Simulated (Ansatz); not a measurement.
# How KCl (Sylvite, Fm-3m) expands on warming

How much does KCl (Sylvite) expand with temperature?

What experiment has found for this phase:
- volume expansion coefficient 111.3 1e-6/K and heat capacity C_P per formula unit 51.7 J/mol/K near room temperature (given in “High-Throughput Prediction of Finite-Temperature Properties using the Quasi-Harmonic Approximation”, 2016, arXiv:1603.06924)
- volume expansion coefficient 114.9 1e-6/K near room temperature (given in “Descriptors for thermal expansion in solids”, 2017, arXiv:1701.03966)

Calculated with Ansatz 0.2.0; DFT LDA, scalar-relativistic, plane waves, PAW, in the first sound run; inputs show where later runs differ.

### 1. Set-up

Symmetry: Fm-3m, No. 225, cubic system. The conventional cell has a = 6.293 Å, b = 6.293 Å, c = 6.293 Å, α = 90.00°, β = 90.00°, γ = 90.00°. K has 6 Cl at 3.15 Å nearest. Nearest to Cl lie 6 K at 3.15 Å. Farther neighbours and most contacts between anions are not listed.

### 2. Probe on a coarse mesh

Before spending time, one coarse run tells the gap and the pressure of the starting cell.

input.yaml reads:

```yaml
crystal:
  lattice:
    - [0.0, 3.14647, 3.14647]
    - [3.14647, 0.0, 3.14647]
    - [3.14647, 3.14647, 0.0]
  atoms:
    - { symbol: K, position: [0.0, 0.0, 0.0] }
    - { symbol: Cl, position: [0.5, 0.5, 0.5] }
kpoints:
  mp_grid: { grid: [6, 6, 6] }
hamiltonian:
  xc: lda
scf:
  occupations: { method: gaussian, width: 0.1 }
output:
  forces: true
  stress: true
  eigenvalues: true
```

Launch:

```bash
> ansatz run input.yaml --threads 4 --pin off --max-ram 16384MiB --backend cpu --events-out ev --progress --plain --runs-dir out
```

Numbers of over 12 decimals in the logs are rounded to 6 here.

The log of the run:

```text
Engine: ansatz 0.2.0, aarch64-unknown-linux-gnu
Pseudopotentials: kind: paw
Pseudopotential: K, paw, valence charge 9, recommended cutoff 420 eV (normal), K.paw.azcp
Pseudopotential: Cl, paw, valence charge 7, recommended cutoff 420 eV (normal), Cl.paw.azcp
Functional definition: SPW92
  exchange = slater_x
  correlation = pw_c
Crystal: 2 atoms, lattice volume = 62.302 Å³
Basis set: ecut = 420 eV, 1243 PW (Γ)
Bands: 12, of which v1, the nominal top of the filled ones, is band 8 counted from 1 (7 counted from 0)
Symmetry: 48 space group operations
Space group: Fm-3m (ITA 225), of the structure as read, at distance tolerance 4.0e-5 Å
k-points: 16 of 216
Non-local potential: K, projectors of the file, l = 0: 3, l = 1: 2, l = 2: 2
Non-local potential: Cl, projectors of the file, l = 0: 2, l = 1: 2, l = 2: 2
PAW form: soft (Blöchl's): semilocal exchange-correlation on the pseudo side does not see the compensation charge
PAW frozen core: K, regenerated for the run's functional, and the local potential with it (the file was generated under x = pbe(κ = 0.804, μ = 0.219515), c = pbe(β = 0.066725))
PAW frozen core: Cl, regenerated for the run's functional, and the local potential with it (the file was generated under x = pbe(κ = 0.804, μ = 0.219515), c = pbe(β = 0.066725))
PAW one-centre angular grid: K, 110 points (default); XC on 64 Gauss nodes
PAW one-centre angular grid: Cl, 110 points (default); XC on 64 Gauss nodes
Initial density: superposition of atomic densities (neutral atoms: chi_scale 0, normalization atom), corrected by the library's trained network
Initial wavefunctions: pseudopotential atomic-orbital guess
Functional: x = slater, c = lda
SCF iter   1: F=—  HF=-2544.258324 eV  |F-HF|=—  |Δ(HF+E_count)|=         —  Δρ=6.14e-3  dr2=2.30e-2  ethr=1.77e-3  ⟨swp⟩=5.4  Hψ=1178  notcnv=0
preconditioner: auto → none  [insulator: Δε(μ)=4.622 eV  Ē_g=14.845 eV  σ=0.100 eV  W_gap=1.00  n_scr=14 (ndim 8)  ℏωp=17.6 eV  f_vac=0.081  D(μ)=0.00/eV (n_scr^D=0)  ε∞_Penn≈2.4]
SCF iter   2: F=—  HF=-2544.250398 eV  |F-HF|=—  |Δ(HF+E_count)|=   7.93e-3  Δρ=2.80e-3  dr2=2.13e-3  ethr=1.44e-4  ⟨swp⟩=2.2  Hψ=386  notcnv=0
SCF iter   3: F=—  HF=-2544.249746 eV  |F-HF|=—  |Δ(HF+E_count)|=   6.52e-4  Δρ=9.37e-4  dr2=3.14e-4  ethr=1.33e-5  ⟨swp⟩=2.3  Hψ=309  notcnv=0
SCF iter   4: F=—  HF=-2544.249649 eV  |F-HF|=—  |Δ(HF+E_count)|=   9.70e-5  Δρ=8.65e-5  dr2=3.86e-6  ethr=1.96e-6  ⟨swp⟩=2.2  Hψ=255  notcnv=0
SCF iter   5: F=—  HF=-2544.249649 eV  |F-HF|=—  |Δ(HF+E_count)|=   5.53e-8  Δρ=1.47e-5  dr2=3.34e-8  ethr=2.41e-8  ⟨swp⟩=2.8  Hψ=298  notcnv=0
SCF iter   6: F=-2544.249649 eV  HF=-2544.249649 eV  |F-HF|=3.82e-11  |Δ(HF+E_count)|=   9.01e-9  Δρ=8.98e-7  dr2=2.63e-10  ethr=2.09e-10  ⟨swp⟩=1.9  Hψ=643  notcnv=0
SCF 1 converged in 6 iterations: F = -2544.249649 eV  dr2 = 2.63e-10
  greatest PAW one-centre occupation: 0.985 electrons in one spin orbital (limit 2), on the K atom at site 0 (counted from 0), in its partial waves of l = 0
SCF converged after 6 iterations
Free energy (F): -2544.249649 eV
Harris-Foulkes:  -2544.249649 eV  (|F-HF|=3.82e-11)
Internal energy: -2544.249649 eV  (E = F + TS)
E sigma→0 (E₀):  -2544.249649 eV
Fermi energy:    2.959890 eV
--- Per-component energies (eV) ---
  E_band       = -134.551910
  E_kinetic    = 414.715583
  E_local      = -837.013784  (includes V_loc(G=0)·N_el)
  E_nonlocal   = 45.499935
  E_hartree    = 278.027148
  E_xc         = -238.994810
  E_vxc        = -285.129303  (∫ρ·V_xc dr)
  E_paw        = -1367.911162  (= ΣΔE_a)
  E_vpaw       = -28.678811  (= ΣTr[D̂ρ^β])
  E_aug_tail   = 0.000095  (compensation charges beyond the density's cutoff)
  E_ewald      = -839.020646
  E_core_change = 0.447992  (= ΣΔE_core)
  E_smearing   = -0.000000  (= −TS)
  E_closure    = 0.000000  (closes the sum)
  Σ components = -2544.249649   (vs F -2544.249649, Δ=0.00e0)
--- Forces (eV/Å), atoms counted from 1 ---
  atom   1  K     -0.00000000    -0.00000000    -0.00000000
  atom   2  Cl     0.00000000    -0.00000000    -0.00000000
  max |Σ_I F_I| component: 5.42e-30 eV/Å
--- Stress (GPa, compression-positive) ---
       -1.959901       0.000000      -0.000000
        0.000000      -1.959901       0.000000
        0.000000       0.000000      -1.959901
  P = ⅓ Tr σ = -1.9599 GPa (-19.599 kbar)
--- Band table (eV; the first three rows and the last of 16) ---
  k-point 0: bands = [... 4 lower, -9.9507, 0.5872, 0.5872, 0.5872, 5.3302, 8.6625, 8.6625, 8.6625]
  k-point 1: bands = [... 4 lower, -9.8851, 0.2438, 0.4957, 0.4957, 5.9868, 8.4661, 9.0096, 9.0096]
  k-point 2: bands = [... 4 lower, -9.7637, -0.3079, 0.3232, 0.3232, 7.2261, 8.5103, 9.9508, 9.9508]
  k-point 15: bands = [... 4 lower, -9.8966, -0.0203, 0.1370, 0.2064, 7.4866, 9.1483, 9.2925, 10.4674]
```

Wall time 0.79 s (4 threads of Arm Neoverse V2, shared host); peak memory 0.28 GiB.

Numbers from this step:

- pressure: -1.960 GPa
- gap on the k-mesh: 4.743 eV
- volume per atom: 31.15 Å³

The start is under -2.0 GPa at this level and looks like an insulator or semiconductor on this mesh.

### 3. Relaxation

The vibrations must be taken about the equilibrium of this functional, not about the starting cell, so the structure is relaxed.

input.yaml, the sections that differ from step 2:

```yaml
scf:
  occupations: { method: gaussian, width: 0.02 }
relax:
  adjacent_minimum: "off"
  f_tol: 0.005
  max_steps: 80
  cell: { stress_tol: 0.05 }
# crystal, kpoints, hamiltonian, output: as in step 2
```

The log of the run:

```text
[...]
Crystal: 2 atoms, lattice volume = 62.302 Å³
Basis set: ecut = 420 eV, 1243 PW (Γ)
Bands: 12, of which v1, the nominal top of the filled ones, is band 8 counted from 1 (7 counted from 0)
Symmetry: 48 space group operations
[...]
k-points: 16 of 216
[...]
SCF iter   1: F=—  HF=-2544.258325 eV  |F-HF|=—  |Δ(HF+E_count)|=         —  Δρ=6.14e-3  dr2=2.29e-2  ethr=1.77e-3  ⟨swp⟩=6.0  Hψ=1226  notcnv=0
[...]
SCF iter   6: F=-2544.249649 eV  HF=-2544.249649 eV  |F-HF|=1.57e-10  |Δ(HF+E_count)|=   1.00e-8  Δρ=1.13e-6  dr2=4.83e-10  ethr=1.86e-10  ⟨swp⟩=1.9  Hψ=613  notcnv=0
SCF 1 converged in 6 iterations: F = -2544.249649 eV  dr2 = 4.83e-10
[...]
relax step   1: F+E_penalty+E_count = -2544.24964890 eV  Δ(F+E_penalty+E_count) = +0.000e0 eV  max|allowed force component| = 3.497e-29 eV/Å  Δτ_max = 0.0000 Å  P = -1.960 GPa  Ω = 62.302 Å³  (6 SCF iters, dr2 threshold 1.00e-7 eV, accepted)
Crystal: 2 atoms, lattice volume = 58.814 Å³
Basis set: ecut = 420 eV, 1139 PW (Γ)
[...]
iter 1 solved again at ethr=1.74e-5 eV; its pass at ethr=3.10e-3 eV (dr2=2.78e-3 eV) is discarded
[...]
SCF iter   6: F=-2544.282822 eV  HF=-2544.282822 eV  |F-HF|=1.45e-9  |Δ(HF+E_count)|=   2.69e-8  Δρ=2.45e-6  dr2=3.75e-9  ethr=1.25e-9  ⟨swp⟩=5.0  Hψ=880  notcnv=0
SCF 2 converged in 6 iterations: F = -2544.282822 eV  dr2 = 3.75e-9
relax step   2: F+E_penalty+E_count = -2544.28282244 eV  Δ(F+E_penalty+E_count) = -3.317e-2 eV  max|allowed force component| = 4.700e-30 eV/Å  Δτ_max = 0.0000 Å  P = -1.022 GPa  Ω = 58.814 Å³  energy of the carried Pulay correction = +7.349e-5 eV  (6 SCF iters, dr2 threshold 2.00e-7 eV, accepted)
Crystal: 2 atoms, lattice volume = 55.433 Å³
Basis set: ecut = 420 eV, 1067 PW (Γ)
[...]
SCF iter   5: F=-2544.291432 eV  HF=-2544.291432 eV  |F-HF|=1.52e-8  |Δ(HF+E_count)|=   1.76e-7  Δρ=9.22e-6  dr2=2.64e-8  ethr=1.25e-9  ⟨swp⟩=5.1  Hψ=961  notcnv=0
SCF 3 converged in 5 iterations: F = -2544.291432 eV  dr2 = 2.64e-8
relax step   3: F+E_penalty+E_count = -2544.29143155 eV  Δ(F+E_penalty+E_count) = -8.609e-3 eV  max|allowed force component| = 4.733e-30 eV/Å  Δτ_max = 0.0000 Å  P = +0.293 GPa  Ω = 55.433 Å³  energy of the carried Pulay correction = +1.489e-4 eV  (5 SCF iters, dr2 threshold 2.00e-7 eV, accepted)
[...]
relax step   4: F+E_penalty+E_count = -2544.29200104 eV  Δ(F+E_penalty+E_count) = -5.695e-4 eV  max|allowed force component| = 2.314e-29 eV/Å  Δτ_max = 0.0000 Å  P = -0.028 GPa  Ω = 56.152 Å³  energy of the carried Pulay correction = +1.325e-4 eV  (4 SCF iters, dr2 threshold 2.00e-7 eV, accepted)
[...]
SCF iter   1: F=—  HF=-2544.291908 eV  |F-HF|=—  |Δ(HF+E_count)|=         —  Δρ=6.07e-5  dr2=2.78e-7  ethr=9.86e-7  ⟨swp⟩=2.7  Hψ=1668  notcnv=0
eigensolver tolerance schedule: the retry pair's looser diagonalisation over-reported the residual by 566.61 of it (diagonalisation noise at 0.22 of the residual, at the tolerance the schedule requests for it); recorded, not acted on — ethr = c·dr2/N_el stays at c = 1.0e-1
[...]
SCF iter   2: F=—  HF=-2544.291904 eV  |F-HF|=—  |Δ(HF+E_count)|=   4.50e-6  Δρ=2.94e-5  dr2=6.04e-8  ethr=1.74e-9  ⟨swp⟩=2.3  Hψ=300  notcnv=0
[...]
SCF iter   5: F=-2544.291904 eV  HF=-2544.291904 eV  |F-HF|=0.00e0  |Δ(HF+E_count)|=  4.55e-13  Δρ=1.10e-7  dr2=1.94e-12  ethr=1.00e-12  ⟨swp⟩=5.0  Hψ=704  notcnv=0
SCF 5 converged in 5 iterations: F = -2544.291904 eV  dr2 = 1.94e-12
relax step   5: F+E_penalty+E_count = -2544.29190392 eV  Δ(F+E_penalty+E_count) = +9.712e-5 eV  max|allowed force component| = 1.880e-29 eV/Å  Δτ_max = 0.0000 Å  P = -0.029 GPa  Ω = 56.152 Å³  stress off target by 2.92e-2 GPa  SCF on the basis re-selected at this cell (its energy is not comparable with the rows above)  (5 SCF iters)
basis re-selected at this cell: Δ(F+E_penalty+E_count) = +9.712e-5 eV, ΔP = -0.001 GPa vs the last step (what re-selecting the basis moved, of the pressure what is left beyond the Pulay correction that the steps carried, after the strain that the cell walked since its last selection, with what the two solves' SCF thresholds leave and, on support functions, any second-order correction that the steps lacked; it is no m [...]
SCF converged after 5 iterations
Free energy (F): -2544.291904 eV
[...]
Internal energy: -2544.291904 eV  (E = F + TS)
E sigma→0 (E₀):  -2544.291904 eV
Fermi energy:    3.887608 eV
[...]
--- Stress (GPa, compression-positive) ---
       -0.029233      -0.000000      -0.000000
       -0.000000      -0.029233      -0.000000
       -0.000000      -0.000000      -0.029233
  P = ⅓ Tr σ = -0.0292 GPa (-0.292 kbar)
--- Band table (eV; the first three rows and the last of 16) ---
  k-point 0: bands = [... 4 lower, -8.9809, 1.3339, 1.3339, 1.3339, 6.4412, 9.4325, 9.4325, 9.4325]
  k-point 1: bands = [... 4 lower, -8.8952, 0.9277, 1.2149, 1.2149, 7.1593, 9.2606, 9.8177, 9.8177]
  k-point 2: bands = [... 4 lower, -8.7364, 0.2780, 0.9935, 0.9935, 8.3746, 9.4992, 10.8678, 10.8678]
  k-point 15: bands = [... 4 lower, -8.9115, 0.6656, 0.7942, 0.9122, 8.2297, 10.1952, 10.5416, 11.6524]
--- Relaxed structure (4 steps of the walk, 4 accepted, 1 SCFs on fresh bases) ---
  F+E_penalty+E_count = -2544.29190392 eV   max|allowed force component| = 1.880e-29 eV/Å   (the final SCF, on the basis selected at the relaxed cell)
  cell:  # Å, volume = 56.1521 Å³
    - [0, 3.039335, 3.039335]
    - [3.039335, 0, 3.039335]
    - [3.039335, 3.039335, 0]
  atoms:
    - { symbol: K, position: [0, 0, 0] }
    - { symbol: Cl, position: [0.500000, 0.500000, 0.500000] }
```

Elapsed: 1.2 s, on 4 threads; peak memory 0.3 GiB; 3.8 s of CPU time.

The steps of the relaxation:

```
step  energy less that of the first step (eV)  largest force component (eV/Å)  pressure (GPa)  volume (Å³)
   1                                   0.0000                          0.0000           -1.96        62.30
   2                                  -0.0332                          0.0000           -1.02        58.81
   3                                  -0.0418                          0.0000            0.29        55.43
   4                                  -0.0424                          0.0000           -0.03        56.15
  5*                                  -0.0423                          0.0000           -0.03        56.15
```

Relaxation steps marked * repeat the geometry before them on a plane-wave basis chosen anew for their cell, so energy and pressure can jump there.

Forces are held to the 48 operations that the run works with; a distortion that breaks them can't arise in this run.

| conventional cell, symmetrised | before | after | change |
| --- | --- | --- | --- |
| a (Å) | 6.293 | 6.079 | -3.4 % |
| b (Å) | 6.293 | 6.079 | -3.4 % |
| c (Å) | 6.293 | 6.079 | -3.4 % |
| volume (Å³/atom) | 31.15 | 28.08 | -9.9 % |

Final coordinates:

```
K Cl
1.0
     0.00000    3.03934    3.03934
     3.03934    0.00000    3.03934
     3.03934    3.03934    0.00000
K Cl
1 1
Direct
  0.00000 0.00000 0.00000
  0.50000 0.50000 0.50000
```

This step gave:

```
pressure          : -0.02923 GPa
gap on the k-mesh : 5.107 eV
volume per atom   : 28.08 Å³
```

The relaxation ends with a pressure of -0.03 GPa.

### 4. A second relaxation

The relaxation is run once more from where the first one ended, as the script does after a large change of volume or of the gap, with mesh and occupations reviewed.

Changes to input.yaml since step 3:

```diff
@@ -2,5 +2,5 @@
   lattice:
-    - [0.0, 3.14647, 3.14647]
-    - [3.14647, 0.0, 3.14647]
-    - [3.14647, 3.14647, 0.0]
+    - [0.0, 3.0393353159, 3.0393353159]
+    - [3.0393353159, 0.0, 3.0393353159]
+    - [3.0393353159, 3.0393353159, 0.0]
   atoms:
```

The log of the run:

```text
[...]
Crystal: 2 atoms, lattice volume = 56.152 Å³
Basis set: ecut = 420 eV, 1067 PW (Γ)
Bands: 12, of which v1, the nominal top of the filled ones, is band 8 counted from 1 (7 counted from 0)
Symmetry: 48 space group operations
[...]
k-points: 16 of 216
[...]
k-point 15: bands = [... 4 lower, -8.9115, 0.6656, 0.7942, 0.9122, 8.2297, 10.1952, 10.5416, 11.6524]
--- Relaxed structure (1 steps of the walk, 1 accepted, 1 SCFs on fresh bases) ---
[...]
cell:  # Å, volume = 56.1521 Å³
    - [0.0, 3.0393353159, 3.0393353159]
    - [3.0393353159, 0.0, 3.0393353159]
    - [3.0393353159, 3.0393353159, 0.0]
  atoms:
    - { symbol: K, position: [0.0, 0.0, 0.0] }
    - { symbol: Cl, position: [0.5, 0.5, 0.5] }
[key lines of the parts left out:]
SCF converged after 4 iterations
Free energy (F): -2544.291904 eV
Fermi energy:    3.887608 eV
P = ⅓ Tr σ = -0.0292 GPa (-0.292 kbar)
```

Run time: 1 s. Hardware: 4 threads; peak memory 0.29 GiB; 1.9 s of CPU time.

Little changed from the start: no atom moved by 0.005 Å and no cell edge by 0.1 %.

(Continued in part 2 of 4.)

[Logs are printed without paths, hosts, clocks, repeated set-up lines and the standing remarks that a program may print on its own settings, such as how far it seeks lower states.]

[Hosts, paths, dates, database ids (printed as entryN), source tags and the programs' standing remarks are cut or masked in the printed files.]

[A step with changed settings may run another functional than the one named; its input shows which.]
